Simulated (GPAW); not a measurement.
# Optical response of Li3SI (model structure), part 2 of 2

Aim: the dielectric function of Li3SI (model structure), and the optical constants that follow from it. The structure is a model built here, which may or may not match a known phase. It was built so: All Br replaced by I and O replaced by S in the Pm-3m structure of Li3BrO. The cell given below was relaxed beforehand with Ansatz.

GPAW 26.7.0; DFT, LDA, plane-wave PAW (GPAW data sets), scalar-relativistic, RPA, optical limit.

So far. Step 2 (Ground state): There is a gap, 3.54 eV on this mesh (points off the mesh can give less), so no carriers' term is needed.

## (4) Dielectric function, RPA

Transitions between filled and empty bands, summed over the zone, give the optical response, so mesh, band count and broadening shape it.

The induced potential is part of this response.

This step: DFT, LDA, plane-wave PAW (GPAW data sets), scalar-relativistic, RPA, optical limit (GPAW 26.7.0).

df.py

```python
from gpaw.response.df import DielectricFunction

df = DielectricFunction('full.gpw', frequencies={'type': 'nonlinear', 'domega0': 0.03, 'omega2': 8},
                        ecut=80,
                        eta=0.05,
                        nbands=32,
                        txt='df.txt')
for direction in ['x']:
    df.get_dielectric_function(xc='RPA', direction=direction, filename=f'df_{direction}.csv')
```

Started as:

```
OMP_NUM_THREADS=1 python df.py
```

Numbers of over 12 decimals in the logs are rounded to 6 here.

The program printed:

```text
Using integrator: PointIntegrator
NonLinearFrequencyDescriptor(from 0.000 to 32.111 eV, 403 points)
Nonperiodic BCs:  [False False False]
Using integrator: PointIntegrator
NonLinearFrequencyDescriptor(from 0.000 to 32.111 eV, 403 points)
Nonperiodic BCs:  [False False False]

Calculating chi0 body with:
    Ground state adapter containing:
    Number of spins: 1
    Number of kpoints: 216
    Number of irreducible kpoints: 20
    Number of completely occupied states: 8
    Number of partially occupied states: 8

    Linear response parametrization:
    q_c: [0.0, 0.0, 0.0]
    Number of frequency points: 403
    Planewave cutoff: 80.0
    Number of bands: 32
    Number of planewaves: 171
    Broadening (eta): 0.05

Integrating chi0 body.

Symmetries of q_c:
    Direct symmetries (Uq -> q): 48
    Indirect symmetries (TUq -> q): 0
In total 48 allowed symmetries.

20 groups of equivalent kpoints. 90.740741% reduction.

Integral kind: spectral function

Calculating chi0 optical extensions with:
    Ground state adapter containing:
    Number of spins: 1
    Number of kpoints: 216
    Number of irreducible kpoints: 20
    Number of completely occupied states: 8
    Number of partially occupied states: 8

    Linear response parametrization:
    Number of frequency points: 403
    Planewave cutoff: 80.0
    Number of bands: 32
    Number of planewaves: 171
    Broadening (eta): 0.05
Integrating chi0 head and wings.

Symmetries of q_c:
    Direct symmetries (Uq -> q): 48
    Indirect symmetries (TUq -> q): 0
In total 48 allowed symmetries.

20 groups of equivalent kpoints. 90.740741% reduction.

Integral kind: spectral function wings
```

Wall time 13 s (1 thread of Intel Xeon Platinum 8259CL at 2.50GHz (Skylake/Cascade Lake), shared host); peak memory 0.74 GiB.

Read-outs, printed or worked out from the files:

```
electronic dielectric constant ε∞, mean over x, y and z (by symmetry where fewer were run) : 4.138
```

Some rows of df_x.csv (energy; Re and Im without local fields; Re and Im with them):

```text
0.000000, 4.931686, 0.000000, 4.138495, 0.000000
0.460735, 4.955707, 0.005257, 4.156971, 0.004044
0.943989, 5.035164, 0.011345, 4.218107, 0.008732
1.451455, 5.188573, 0.019264, 4.336255, 0.014847
1.984998, 5.452982, 0.031215, 4.540338, 0.024135
2.546682, 5.916428, 0.054524, 4.900228, 0.042585
3.138794, 7.102746, 0.391395, 5.858316, 0.330332
3.763875, 9.053302, 0.685689, 7.323669, 0.527554
4.424758, 9.220406, 6.407092, 7.644346, 4.797419
5.124608, 7.118803, 9.107765, 5.721586, 6.848430
5.866977, -1.309506, 10.966029, 0.491400, 9.568721
6.655862, 0.888321, 6.066992, 0.564397, 4.152309
7.495775, -0.524583, 5.221378, 0.208466, 3.823798
8.391833, -0.621253, 3.928261, -0.085304, 2.388964
9.349861, -1.781301, 3.193386, 0.017899, 2.659980
10.376517, -0.978976, 2.312962, -0.042758, 1.719014
11.479449, -1.016702, 2.040470, 0.096470, 1.430903
12.667487, -0.869363, 1.236807, 0.379742, 1.349669
13.950874, -0.329579, 0.669413, 0.039984, 0.964834
```

The Im ε, E ∥ x has structure finer than the step of the table below, so its rows give means over 0.5 eV, whole bins alone (the curve runs from 0 to 15.0 eV). Peaks (eV: height): 4.93: 8.15, 5.17: 7.59, 5.37: 7.54, 5.82: 9.62, 6.44: 4.90, 6.93: 6.93, 7.73: 5.38.

Sum at mesh points, not converged in k; values under the direct gap are tails of Lorentzian lines. The Im ε, E ∥ x by photon energy; means over each step:

```tsv
photon energy (eV)	Im ε, E ∥ x
0.5	0.00442
1.0	0.00938
1.5	0.0156
2.0	0.0247
2.5	0.0414
3.0	0.238
3.5	0.280
4.0	1.61
4.5	3.69
5.0	7.02
5.5	6.77
6.0	6.39
6.5	4.29
7.0	4.90
7.5	3.85
8.0	3.27
8.5	2.27
9.0	2.36
9.5	2.34
10.0	2.44
10.5	1.62
11.0	1.85
11.5	1.52
12.0	1.26
12.5	1.20
13.0	1.19
13.5	0.840
14.0	1.03
14.5	0.900
```

The reflectivity at normal incidence, E ∥ x has structure finer than the step of the table below, so its rows give means over 0.5 eV, whole bins alone (the curve runs from 0 to 15.0 eV). Peaks (eV: height): 4.75: 32.5, 5.97: 43.2, 7.04: 37.3, 7.79: 37.9, 8.15: 35.0, 10.10: 40.6, 11.79: 35.5.

Sum at mesh points, not converged in k. Table of reflectivity at normal incidence, E ∥ x by photon energy; means over each step:

photon energy (eV), reflectivity at normal incidence, E ∥ x (%) and a bar from the least value:
```
      0.5       11.7 
      1.0       12.0 
      1.5       12.4 #
      2.0       13.1 ##
      2.5       14.2 ###
      3.0       16.1 ######
      3.5       17.8 ########
      4.0       21.6 #############
      4.5       26.6 ####################
      5.0       29.9 ########################
      5.5       29.2 #######################
      6.0       34.3 ##############################
      6.5       24.1 #################
      7.0       30.0 ########################
      7.5       25.3 ##################
      8.0       32.3 ###########################
      8.5       22.5 ##############
      9.0       17.4 ########
      9.5       22.3 ##############
     10.0       28.1 ######################
     10.5       20.7 ############
     11.0       22.1 ##############
     11.5       20.7 ############
     12.0       20.9 ############
     12.5       17.6 ########
     13.0       20.8 ############
     13.5       21.8 #############
     14.0       13.1 ##
     14.5       26.5 ####################
```

The Im ε, E ∥ x has structure finer than the step of the table below, so its rows give means over 0.5 eV, whole bins alone (the curve runs from 0 to 15.0 eV). Peaks (eV: height): without local fields 4.42: 6.41, 4.93: 10.3, 5.17: 9.62, 5.77: 12.8, 6.55: 7.08, 6.87: 10.9, 7.67: 6.33; with local fields 4.93: 8.15, 5.17: 7.59, 5.37: 7.54, 5.82: 9.62, 6.44: 4.90, 6.93: 6.93, 7.73: 5.38.

Sum at mesh points, not converged in k; values under the direct gap are tails of Lorentzian lines. The Im ε, E ∥ x by photon energy; means over each step:

```tsv
photon energy (eV)	without local fields	with local fields
0.5	0.00575	0.00442
1.0	0.0122	0.00938
1.5	0.0203	0.0156
2.0	0.0320	0.0247
2.5	0.0530	0.0414
3.0	0.280	0.238
3.5	0.340	0.280
4.0	1.93	1.61
4.5	5.02	3.69
5.0	8.96	7.02
5.5	9.33	6.77
6.0	7.73	6.39
6.5	6.15	4.29
7.0	6.95	4.90
7.5	5.34	3.85
8.0	4.21	3.27
8.5	3.49	2.27
9.0	4.04	2.36
9.5	3.22	2.34
10.0	2.31	2.44
10.5	2.02	1.62
11.0	1.82	1.85
11.5	1.60	1.52
12.0	1.11	1.26
12.5	0.890	1.20
13.0	0.677	1.19
13.5	0.581	0.840
14.0	0.799	1.03
14.5	0.426	0.900
```

The loss function −Im 1/ε at q → 0, E ∥ x has structure finer than the step of the table below, so its rows give means over 0.5 eV, whole bins alone (the curve runs from 0 to 15.0 eV). Peaks (eV: height): 10.74: 0.790, 11.40: 0.771, 11.87: 1.08, 12.50: 1.13, 13.00: 1.10, 13.51: 1.65, 14.77: 1.88.

Sum at mesh points, not converged in k; values under the direct gap are tails of Lorentzian lines. Table of loss function −Im 1/ε at q → 0, E ∥ x by energy loss; means over each step:

energy loss (eV), loss function −Im 1/ε at q → 0, E ∥ x and a bar:
```
      0.5       0.00 
      1.0       0.00 
      1.5       0.00 
      2.0       0.00 
      2.5       0.00 
      3.0       0.01 
      3.5       0.01 
      4.0       0.03 #
      4.5       0.04 #
      5.0       0.09 ##
      5.5       0.11 ###
      6.0       0.17 ####
      6.5       0.22 ######
      7.0       0.20 #####
      7.5       0.26 #######
      8.0       0.29 ########
      8.5       0.44 ###########
      9.0       0.41 ###########
      9.5       0.43 ###########
     10.0       0.39 ##########
     10.5       0.62 ################
     11.0       0.52 ##############
     11.5       0.65 #################
     12.0       0.78 ####################
     12.5       0.83 #####################
     13.0       0.84 ######################
     13.5       1.16 ##############################
     14.0       0.94 ########################
     14.5       1.10 ############################
```

From ε follow the optical constants at some laser and lamp lines:

```tsv
wavelength (nm)	n	k	R (%)	1/α
1550	2.05	0.002	11.8	70 µm
1064	2.06	0.003	12.1	31 µm
633	2.13	0.006	13.0	9.1 µm
450	2.26	0.013	14.9	2.8 µm
365	2.38	0.040	16.7	722 nm
308	2.50	0.340	19.1	72 nm
193	1.82	1.296	24.4	12 nm
```

Below the direct gap, k and the depth come from the tails of the Lorentzian lines, not from transitions.

Rows near the edge hang on the gap, which this functional as a rule makes too small, and phonon-assisted absorption is left out.

## (5) Outcome

```
electronic dielectric constant ε∞, mean over x, y and z (by symmetry where fewer were run) (RPA) : 4.14
```

What this shows: At this level (LDA, RPA) Li3SI has ε∞ = 4.14 and n = 2.05 at 1550 nm. On the mesh the gap is 3.22 eV and the least direct gap 3.22 eV. Local fields change the static value along x from 4.93 to 4.14 (-16 %). Excitons and phonon-assisted transitions are missing; LDA gaps are as a rule too small, which pulls the onset down and ε∞ up. Spin-orbit coupling is left out although heavy atoms are present. The sum runs over mesh points 0.23 Å⁻¹ apart with no interpolation, so peaks are partly noise of the mesh and static values carry its error.

[Machine, clock and banner lines and Python warnings are left out of the logs.]

[Logs are printed without paths, hosts, clocks, repeated set-up lines and the standing remarks that a program may print on its own settings, such as how far it seeks lower states.]

[Hosts, paths, dates, database ids (printed as entryN), source tags and the programs' standing remarks are cut or masked in the printed files.]
